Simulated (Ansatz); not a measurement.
**LuBPd3 (Pm-3m): from the cell to its phonons**

Task: relax LuBPd3 (Pm-3m), then find its harmonic phonons.

Method: DFT PBEsol, scalar-relativistic, plane waves, PAW; PAW set soft_1, in Ansatz 0.2.0.

Report form: the programs' logs are mostly left out.

**1. Set-up**

Symmetry: Pm-3m, No. 221, cubic system. The conventional cell has a = 4.090 Å, b = 4.090 Å, c = 4.090 Å, α = 90.00°, β = 90.00°, γ = 90.00°. Nearest to Lu lie 12 Pd at 2.89 Å and 8 B at 3.54 Å. B has 6 Pd at 2.04 Å and 8 Lu at 3.54 Å nearest. Pd has 2 B at 2.04 Å and 8 Pd at 2.89 Å and 4 Lu at 2.89 Å nearest. Farther neighbours are not listed.

**2. Coarse relaxation**

A rough relaxation comes first, because large forces or stress need no tight tolerances yet.

input.yaml reads:

```yaml
crystal:
  lattice:
    - [4.09, 0.0, 0.0]
    - [0.0, 4.09, 0.0]
    - [0.0, 0.0, 4.09]
  atoms:
    - { symbol: Lu, position: [0.0, 0.0, 0.0] }
    - { symbol: B, position: [0.5, 0.5, 0.5] }
    - { symbol: Pd, position: [0.0, 0.5, 0.5] }
    - { symbol: Pd, position: [0.5, 0.0, 0.5] }
    - { symbol: Pd, position: [0.5, 0.5, 0.0] }
kpoints:
  mp_grid: { grid: [6, 6, 6] }
hamiltonian:
  xc: pbesol
  pseudopotentials: { kind: paw, azcp: { folder: soft_1 }, xc_functional: pbe }
scf:
  occupations: { method: gaussian, width: 0.1 }
output:
  forces: true
  stress: true
  eigenvalues: true
relax:
  adjacent_minimum: "off"
  f_tol: 0.05
  max_steps: 80
  cell: { stress_tol: 0.5 }
```

The run is started by

```sh
ansatz run input.yaml --threads 4 --pin off --max-ram 10240MiB --backend cpu --events-out ev --progress --plain --runs-dir out
```

It took 9.3 s on 4 threads of Arm Neoverse V1, shared host; peak memory 0.45 GiB.

Step by step:

| step | energy less that of the first step (eV) | largest force component (eV/Å) | pressure (GPa) | volume (Å³) |
| --- | --- | --- | --- | --- |
| 1 | 0.0000 | 0.0000 | 20.74 | 68.42 |
| 2 | -0.3860 | 0.0000 | -4.18 | 77.50 |
| 3 | -0.4130 | 0.0000 | -0.73 | 75.82 |
| 4 | -0.4139 | 0.0000 | -0.02 | 75.49 |
| 5* | -0.4178 | 0.0000 | 0.02 | 75.49 |

Relaxation steps marked * repeat the geometry before them on a plane-wave basis chosen anew for their cell, so energy and pressure can jump there.

The run keeps the 48 symmetry operations that it works with, so distortions that break them were not tested.

```
conventional cell, symmetrised  before  after   change
                         a (Å)   4.090  4.226   +3.3 %
                         b (Å)   4.090  4.226   +3.3 %
                         c (Å)   4.090  4.226   +3.3 %
              volume (Å³/atom)   13.68  15.10  +10.3 %
```

Final coordinates:

```xyz
5
Lattice="4.2264 0.0000 0.0000 0.0000 4.2264 0.0000 0.0000 0.0000 4.2264" Properties=species:S:1:pos:R:3 pbc="T T T"
Lu    0.0000    0.0000    0.0000
B     2.1132    2.1132    2.1132
Pd    0.0000    2.1132    2.1132
Pd    2.1132    0.0000    2.1132
Pd    2.1132    2.1132    0.0000
```

Numbers from this step:

```yaml
pressure: 0.01834 GPa
volume_per_atom: 15.10 Å³
gap_on_the_k_mesh: 0 eV
```

In this step the volume went from 13.68 to 15.10 Å³/atom.

**3. Bringing the structure to rest**

The cell and atoms are relaxed, since residual forces and stress would shift the frequencies.

input.yaml, the sections that differ from step 2:

```yaml
crystal:
  lattice:
    - [4.2263875309, 0.0, 0.0]
    - [0.0, 4.2263875309, 0.0]
    - [0.0, 0.0, 4.2263875309]
  atoms:
    - { symbol: Lu, position: [0.0, 0.0, 0.0] }
    - { symbol: B, position: [0.5, 0.5, 0.5] }
    - { symbol: Pd, position: [0.0, 0.5, 0.5] }
    - { symbol: Pd, position: [0.5, 0.0, 0.5] }
    - { symbol: Pd, position: [0.5, 0.5, 0.0] }
kpoints:
  mp_grid: { grid: [8, 8, 8] }
relax:
  adjacent_minimum: "off"
  f_tol: 0.005
  max_steps: 80
  cell: { stress_tol: 0.05 }
# hamiltonian, scf, output: as in step 2
```

It took 6.5 s on 4 threads; peak memory 0.47 GiB; 24 s of CPU time.

Little changed from the start: no atom moved by 0.005 Å and no cell edge by 0.1 %.

This step gave:

```yaml
pressure: 0.04772 GPa
```

In this step the volume went from 15.10 to 15.10 Å³/atom.

**4. Relaxing to small forces for the phonons**

Phonons need a cell at rest on their own settings, so the relaxation is repeated with tight tolerances on forces and stress on the k mesh and occupations of the first response run.

input.yaml: that of step 3 with these lines changed.

```diff
@@ -17,3 +17,3 @@
 scf:
-  occupations: { method: gaussian, width: 0.1 }
+  occupations: { method: methfessel_paxton, width: 0.2 }
 output:
@@ -24,4 +24,4 @@
   adjacent_minimum: "off"
-  f_tol: 0.005
-  max_steps: 80
-  cell: { stress_tol: 0.05 }
+  f_tol: 0.001
+  max_steps: 60
+  cell: { stress_tol: 0.01 }
```

The job ended after 11 s (4 threads; peak memory 0.48 GiB; 42 s of CPU time).

Little changed from the start: no atom moved by 0.005 Å and no cell edge by 0.1 %.

This step gave:

* pressure: 8.74e-5 GPa

The forces vanish by symmetry and the pressure is 0.000 GPa, within the tolerances set. The cell now holds 15.10 Å³/atom.

**5. Linear response at the zone centre**

The zone centre comes first: it holds the modes that light can see, as far as symmetry allows. No field response is asked, since the mesh shows no gap.

input.yaml, the sections that differ from step 4:

```yaml
crystal:
  lattice:
    - [4.2266727204, 0.0, 0.0]
    - [0.0, 4.2266727204, 0.0]
    - [0.0, 0.0, 4.2266727204]
  atoms:
    - { symbol: Lu, position: [0.0, 0.0, 0.0] }
    - { symbol: B, position: [0.5, 0.5, 0.5] }
    - { symbol: Pd, position: [0.0, 0.5, 0.5] }
    - { symbol: Pd, position: [0.5, 0.0, 0.5] }
    - { symbol: Pd, position: [0.5, 0.5, 0.0] }
output:
  eigenvalues: true
phonons:
  method: dfpt
# kpoints, hamiltonian, scf: as in step 4
# relax: removed
```

Elapsed: 79 s, on 4 threads; peak memory 1.6 GiB; 5 min of CPU time.

Numbers from this step:

```
sum-rule residual before enforcement                    : 7.90e-5 eV/Å²
point group                                             : m-3m
highest optical mode at the zone centre (no LO-TO term) : 492.2 cm⁻¹
lowest optical zone-centre mode                         : 39.1 cm⁻¹
```

Patterns of degenerate modes are one choice out of their space. Modes at Γ, with each element's share of the kinetic energy:

| mode | frequency (cm⁻¹) | symmetry | Lu % | B % | Pd % |
| --- | --- | --- | --- | --- | --- |
| 1 | 0.0 | acoustic | 35 | 2 | 63 |
| 2 | 0.0 | acoustic | 35 | 2 | 63 |
| 3 | 0.0 | acoustic | 35 | 2 | 63 |
| 4 | 39.1 | T1u | 11 | 11 | 79 |
| 5 | 39.1 | T1u | 11 | 11 | 79 |
| 6 | 39.1 | T1u | 11 | 11 | 79 |
| 7 | 83.2 | T2u | 0 | 0 | 100 |
| 8 | 83.2 | T2u | 0 | 0 | 100 |
| 9 | 83.2 | T2u | 0 | 0 | 100 |
| 10 | 107.5 | T1u | 55 | 0 | 45 |
| 11 | 107.5 | T1u | 55 | 0 | 45 |
| 12 | 107.5 | T1u | 55 | 0 | 45 |
| 13 | 492.2 | T1u | 0 | 87 | 13 |
| 14 | 492.2 | T1u | 0 | 87 | 13 |
| 15 | 492.2 | T1u | 0 | 87 | 13 |

Displacements in mode 4 (39.1 cm⁻¹), the largest set to 1:
```
Lu1 -0.01  0.03 -0.24
B2   0.02 -0.11  1.00
Pd3  0.02  0.03 -0.24
Pd4 -0.01 -0.09 -0.24
Pd5 -0.01  0.03  0.78
```

Displacements in mode 15 (492.2 cm⁻¹), the largest set to 1:
```
Lu1  0.00  0.00  0.00
B2   0.00 -0.71  1.00
Pd3  0.00 -0.01  0.01
Pd4  0.00  0.09  0.01
Pd5  0.00 -0.01 -0.12
```

Before it was imposed, the acoustic sum rule was missed by 7.9e-5 eV/Å². Small misses are needed for a sound result but don't prove that mesh and cutoff are converged. The lowest optical mode is real, 39.1 cm⁻¹.

**6. Phonons on a q mesh**

Stability and thermal properties need the whole zone. Linear response on a 4×4×4 q mesh gives force constants as far as a supercell of that size would.

input.yaml: that of step 5 with these lines changed.

```diff
@@ -22 +22,8 @@
   method: dfpt
+  qmesh: [4, 4, 4]
+  temperatures: { t_max: 1000, t_step: 50 }
+  qpath:
+    path:
+      - [[0.0, 0.0, 0.0], [0.0, 0.5, 0.0], [0.5, 0.5, 0.0], [0.0, 0.0, 0.0], [0.5, 0.5, 0.5], [0.0, 0.5, 0.0]]
+      - [[0.5, 0.5, 0.5], [0.5, 0.5, 0.0]]
+    npoints: 10
```

Elapsed: 34 min, on 4 threads; peak memory 4.4 GiB; 2.2 h of CPU time.

Numbers from this step:

| Quantity | Value |
| --- | --- |
| sum-rule residual before enforcement | 1.95e-5 eV/Å² |
| lowest frequency on the path | -51.63 cm⁻¹ |
| highest frequency on the path or at a solved wavevector | 600.8 cm⁻¹ |
| lowest mode on the q mesh (acoustic modes at Γ apart) | -51.19 cm⁻¹ |

Frequencies (cm⁻¹) solved at each irreducible wavevector; negative means imaginary. Frequencies by wavevector, by row:

| q in reciprocal lattice units | star | mode 1 | mode 2 | mode 3 | mode 4 | mode 13 | mode 14 | mode 15 |
| --- | --- | --- | --- | --- | --- | --- | --- | --- |
| 0 0 0 | 1 | 0 | 0 | 0 | 39.1 | 492.2 | 492.2 | 492.2 |
| 0 0 0.25 | 6 | 10.2 | 10.2 | 42.9 | 42.9 | 489.2 | 489.2 | 535.3 |
| 0 0 -0.5 | 3 | -51.2 | -51.2 | 40 | 40 | 486.9 | 486.9 | 581 |
| 0 0.25 0.25 | 12 | -9.1 | 13.6 | 45.1 | 45.2 | 485.2 | 535 | 538.8 |
| 0 0.25 -0.5 | 12 | -42.7 | -20.9 | 38.5 | 49.3 | 482.5 | 540.3 | 587.2 |
| 0 -0.5 -0.5 | 3 | 25 | 25 | 28.8 | 28.8 | 477.6 | 592.8 | 592.8 |
| 0.25 0.25 0.25 | 8 | -16.4 | -16.4 | 44.8 | 65.5 | 536.6 | 536.6 | 541.2 |
| 0.25 0.25 -0.5 | 12 | -30.5 | 38.1 | 48.5 | 48.9 | 537.7 | 545 | 591 |
| 0.25 -0.5 -0.5 | 6 | -3.2 | -3.2 | 43.7 | 43.7 | 537.7 | 593.1 | 593.1 |
| -0.5 -0.5 -0.5 | 1 | 37.5 | 37.5 | 37.5 | 54.2 | 600.8 | 600.8 | 600.8 |

Interpolated from a 4×4×4 q mesh. The phonon branches at the labelled points (cm⁻¹):

```
    point  branch 1  branch 2  branch 3  branch 4  branch 12  branch 13  branch 14  branch 15
        Γ         0         0         0        39        108        492        492        492
  halfway        10        10        43        43        140        489        489        535
        X       -51       -51        40        40        178        487        487        581
  halfway       -43       -21        38        49        189        482        540        587
        M        25        25        29        29        210        478        593        593
  halfway        -9        14        45        45        158        485        535        539
        Γ         0         0         0        39        108        492        492        492
  halfway       -16       -16        45        66        173        537        537        541
        R        38        38        38        54        231        601        601        601
  halfway       -30        38        48        49        197        538        545        591
        X       -51       -51        40        40        178        487        487        581
jump to R        38        38        38        54        231        601        601        601
  halfway        -3        -3        44        44        216        538        593        593
        M        25        25        29        29        210        478        593        593
```

Tetrahedra on a 16×16×16 mesh, mean over bins of 10 cm-1. Interpolated from a 4×4×4 q mesh. Table of phonon density of states by wavenumber; read off at these points:

```
wavenumber (cm⁻¹)  phonon density of states (1/cm⁻¹/cell)
              -55                                  9.9e-4
              -25                                  0.0279
                5                                  0.0201
               35                                  0.0452
               55                                   0.114
               75                                  0.0870
              105                                   0.200
              135                                  0.0273
              145                                  0.0403
              165                                 0.00819
              195                                  0.0156
              225                                 0.00257
              255                                       0
              295                                       0
              325                                       0
              355                                       0
              385                                       0
              415                                       0
              445                                       0
              475                                  7.6e-4
              495                                  0.0386
              515                                  0.0217
              545                                  0.0180
              575                                  0.0282
              585                                  0.0426
              605                                  5.0e-5
```

The partial phonon density of states has structure finer than the step of the table below, so its rows give means over 20 cm⁻¹, whole bins alone (the curve runs from -60.6 to 627 cm⁻¹). Peaks (cm⁻¹: height): B 488.4: 0.0357, 510.0: 0.0311, 531.6: 0.0328, 557.6: 0.0312, 583.5: 0.0387; Lu 103.7: 0.116; Pd -21.7: 0.0237, 60.4: 0.0936, 103.7: 0.0717, 142.6: 0.0355.

Phonopy on the run's constants, 13x13x13 mesh, Gaussian sigma 4.9 cm-1. Interpolated from a 4×4×4 q mesh. The partial phonon density of states by wavenumber; means over each step; values in 1/cm⁻¹/cell:

```
wavenumber (cm⁻¹)        B       Lu       Pd
              -40   7.5e-8  0.00327   0.0150
              -20   1.3e-5  0.00481   0.0201
                0   2.8e-5  0.00326   0.0114
               20   7.1e-5  0.00809   0.0239
               40  0.00105   0.0115   0.0615
               60  0.00221  0.00810   0.0915
               80  0.00105   0.0108   0.0622
              100  0.00163   0.0846   0.0528
              120   8.1e-4   0.0149   0.0240
              140   6.9e-4   1.6e-4   0.0299
              160   2.7e-4   5.9e-5   0.0120
              180   2.9e-4   7.4e-5   0.0156
              200   2.1e-4   2.8e-5   0.0144
              220   5.3e-5   1.9e-6  0.00513
              240   8.5e-7        0   2.7e-4
              260        0        0        0
              280        0        0        0
              300        0        0        0
              320        0        0        0
              340        0        0        0
              360        0        0        0
              380        0        0        0
              400        0        0        0
              420        0        0        0
              440        0        0        0
              460   9.0e-5        0   1.3e-5
              480   0.0153        0  0.00214
              500   0.0278        0  0.00326
              520   0.0159   6.8e-7  0.00122
              540   0.0168   3.9e-6   8.6e-4
              560   0.0220   6.2e-6   5.5e-4
              580   0.0322   8.7e-6   2.5e-4
              600   0.0115   4.3e-6   3.0e-5
```

Symmetry leaves 10 wavevectors to solve. The lowest mode among them, the acoustic zeros apart, lies at q = (0, 0, -0.5) and is imaginary, 51.2i cm⁻¹, so the energy falls along it.

**7. Another isotope, element B, natural mass 10.81 amu**

An isotope changes the mass and not the force constants, so no new electronic calculation is needed; the shifts show which modes move this element.

(Continued in part 2 of 2.)

[Logs are printed without paths, hosts, clocks, repeated set-up lines and the standing remarks that a program may print on its own settings, such as how far it seeks lower states.]

[Hosts, paths, dates, database ids (printed as entryN), source tags and the programs' standing remarks are cut or masked in the printed files.]
